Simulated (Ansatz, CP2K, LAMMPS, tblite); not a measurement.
# What went wrong? CP2K on liquid mixture of tetramethylsilane and dimethyl sulfoxide at 300 K (95 atoms)

Program: CP2K 2026.2, a calculation on a cell of 22 C, 5 Si, 66 H, 1 S and 1 O, 13.1 Å³ an atom.

input.inp reads:

```
&GLOBAL
  PROJECT cell
  RUN_TYPE ENERGY_FORCE
  PRINT_LEVEL LOW
&END GLOBAL
&FORCE_EVAL
  METHOD QS
  STRESS_TENSOR ANALYTICAL
  &DFT
    BASIS_SET_FILE_NAME BASIS_MOLOPT_UZH
    POTENTIAL_FILE_NAME POTENTIAL_UZH
    &MGRID
      CUTOFF 40
      REL_CUTOFF 50
    &END MGRID
    &QS
      EPS_DEFAULT 1.0E-12
    &END QS
    &SCF
      SCF_GUESS ATOMIC
      EPS_SCF 1.0E-06
      MAX_SCF 60
      ADDED_MOS 14
      &DIAGONALIZATION
        ALGORITHM STANDARD
      &END DIAGONALIZATION
      &SMEAR ON
        METHOD FERMI_DIRAC
        ELECTRONIC_TEMPERATURE [K] 580
      &END SMEAR
      &MIXING
        METHOD BROYDEN_MIXING
        ALPHA 0.3
        NBROYDEN 8
      &END MIXING
      &PRINT
        &RESTART OFF
        &END RESTART
      &END PRINT
    &END SCF
    &XC
      &XC_FUNCTIONAL PBE
      &END XC_FUNCTIONAL
    &END XC
    &PRINT
      &MULLIKEN ON
      &END MULLIKEN
      &HIRSHFELD ON
        SHAPE_FUNCTION DENSITY
      &END HIRSHFELD
      &MO ON
        EIGENVALUES T
        OCCUPATION_NUMBERS T
        MO_INDEX_RANGE 82 105
        &EACH
          QS_SCF 0
        &END EACH
        ADD_LAST NUMERIC
      &END MO
    &END PRINT
  &END DFT
  &SUBSYS
    &CELL
      A 10.75553 0.00000 0.00000
      B 0.00000 10.75553 0.00000
      C 0.00000 0.00000 10.75553
    &END CELL
    &TOPOLOGY
      COORD_FILE_NAME structure.xyz
      COORD_FILE_FORMAT XYZ
    &END TOPOLOGY
    &KIND C
      BASIS_SET DZVP-MOLOPT-PBE-GTH-q4
      POTENTIAL GTH-PBE-q4
    &END KIND
    &KIND Si
      BASIS_SET DZVP-MOLOPT-PBE-GTH-q4
      POTENTIAL GTH-PBE-q4
    &END KIND
    &KIND H
      BASIS_SET DZVP-MOLOPT-PBE-GTH-q1
      POTENTIAL GTH-PBE-q1
    &END KIND
    &KIND S
      BASIS_SET DZVP-MOLOPT-PBE-GTH-q6
      POTENTIAL GTH-PBE-q6
    &END KIND
    &KIND O
      BASIS_SET DZVP-MOLOPT-PBE-GTH-q6
      POTENTIAL GTH-PBE-q6
    &END KIND
  &END SUBSYS
  &PRINT
    &FORCES ON
    &END FORCES
    &STRESS_TENSOR ON
    &END STRESS_TENSOR
  &END PRINT
&END FORCE_EVAL
```

structure.xyz reads:

```xyz
95

C 0.45872 9.97382 9.33429
Si 1.39467 9.86024 0.17220
C 0.58994 8.67982 1.32540
C 3.20665 9.54295 10.56107
C 1.29131 0.63963 1.03189
H 0.13466 9.08455 8.76414
H 1.20193 10.47761 8.71908
H 10.36532 10.63313 9.39044
H 0.57080 7.69408 0.93509
H 10.32327 8.94570 1.62538
[... 81 atom lines left out ...]
H 8.84739 6.94452 9.63545
H 7.93995 8.13591 7.60502
H 9.49810 7.83250 6.64283
H 7.94984 7.38787 5.91242
```

Started as:

```sh
> OMP_NUM_THREADS=1 cp2k.psmp -i input.inp > output.txt
```

Numbers of over 12 decimals in the logs are rounded to 6 here.

The program printed:

```text
CP2K| version string:                                       CP2K version 2026.2
 CP2K| Input file name                                                 input.inp
 GLOBAL| Basis set file name                                    BASIS_MOLOPT_UZH
 GLOBAL| Potential file name                                       POTENTIAL_UZH
 GLOBAL| Run type                                                   ENERGY_FORCE
 GLOBAL| Total number of message passing processes                             1
 GLOBAL| Number of threads for this process                                    1
 TOTAL NUMBERS AND MAXIMUM NUMBERS
  Total number of            - Atomic kinds:                                   5
                             - Atoms:                                         95
                             - Shell sets:                                    95
                             - Shells:                                       343
                             - Primitive Cartesian functions:                469
                             - Cartesian basis functions:                    736
[... lines left out ...]
                        Smear method:                                FERMI_DIRAC
[... lines left out ...]
 Number of electrons:                                                        186
[... lines left out ...]
  Step     Update method      Time    Convergence         Total energy    Change
[... lines left out ...]
  *** SCF run converged in    20 steps ***
[... lines left out ...]
  Fermi energy:                                                 0.018479
  Total energy:                                              -207.504316
  Total energy (extrapolated to T->0):                       -207.504316
[... lines left out ...]
 MO| E(Fermi):            0.018479 a.u.          0.502839 eV
 !-----------------------------------------------------------------------------!
                     Mulliken Population Analysis
 #  Atom  Element  Kind  Atomic population                           Net charge
       1     C        1          4.541248                             -0.541248
       2     Si       2          3.270585                              0.729415
       3     C        1          4.388591                             -0.388591
[...]
94     H        3          0.910806                              0.089194
      95     H        3          0.869505                              0.130495
 # Total charge                            186.000000                 -0.000000
 !-----------------------------------------------------------------------------!
 !-----------------------------------------------------------------------------!
                           Hirshfeld Charges
  #Atom  Element  Kind  Ref Charge     Population                    Net charge
      1       C      1       4.000          4.207                        -0.207
      2       Si     2       4.000          3.612                         0.388
      3       C      1       4.000          4.228                        -0.228
[...]
94       H      3       1.000          0.952                         0.048
     95       H      3       1.000          0.944                         0.056
  Total Charge                                                           -0.088
 !-----------------------------------------------------------------------------!
 ENERGY| Total FORCE_EVAL ( QS ) energy [hartree]           -207.504319
 FORCES| Atomic forces [hartree/bohr]
 FORCES|   Atom     x               y               z               |f|
 FORCES|      1 -1.37574239E-01 -3.21678914E-01  8.54948869E-02   3.60157425E-01
 FORCES|      2  3.44826136E-04 -3.61114383E-02 -9.18331642E-03   3.72624232E-02
 FORCES|      3  5.14172816E-02  2.42041997E-01 -5.99338361E-02   2.54597977E-01
[...]
FORCES|     94 -2.43188123E+00 -2.35769548E+00 -2.23171481E+00   4.05626987E+00
 FORCES|     95  2.63412395E+00 -1.19664811E+00 -2.58764524E+00   3.88155685E+00
 FORCES| Sum     7.60562115E+00 -3.03780983E+01  2.26117241E+01
 FORCES| Total atomic force                                       3.86259549E+01
 STRESS| Analytical stress tensor [bar]
 STRESS|                        x                   y                   z
 STRESS|      x       -2.64516390475E+05  -1.90844163964E+04  -6.79455663085E+03
 STRESS|      y       -1.90844163964E+04  -3.90588076683E+05   1.45260494656E+04
 STRESS|      z       -6.79455663085E+03   1.45260494656E+04   1.99344771983E+05
 STRESS| 1/3 Trace                                            -1.51919898391E+05
```

Wall time 2.1 min (1 thread of Arm Neoverse V2, shared host); peak memory 0.32 GiB.

Banners, paths, timers and routine set-up lines are dropped from the logs unmarked, and long logs keep their key lines alone; longer cuts are marked.

Against a plane-wave PBE reference and this program's sound run:

- energy less the same-level run's: 796.9 meV/atom
- r.m.s. force difference from the same-level run: 107100 meV/Å

Q: Name the fault.

A grid cutoff far too low: cutoff 40 Ry. The sound run has cutoff 600 Ry.

The run converged all the same, so the exit status doesn't show the fault.

[Also dropped from logs without a mark: logging warnings of Python, and SIESTA's first energy breakdown and zero terms.]

[Logs are printed without paths, hosts, clocks, repeated set-up lines and the standing remarks that a program may print on its own settings, such as how far it seeks lower states.]

[Hosts, paths, dates, database ids (printed as entryN), source tags and the programs' standing remarks are cut or masked in the printed files.]
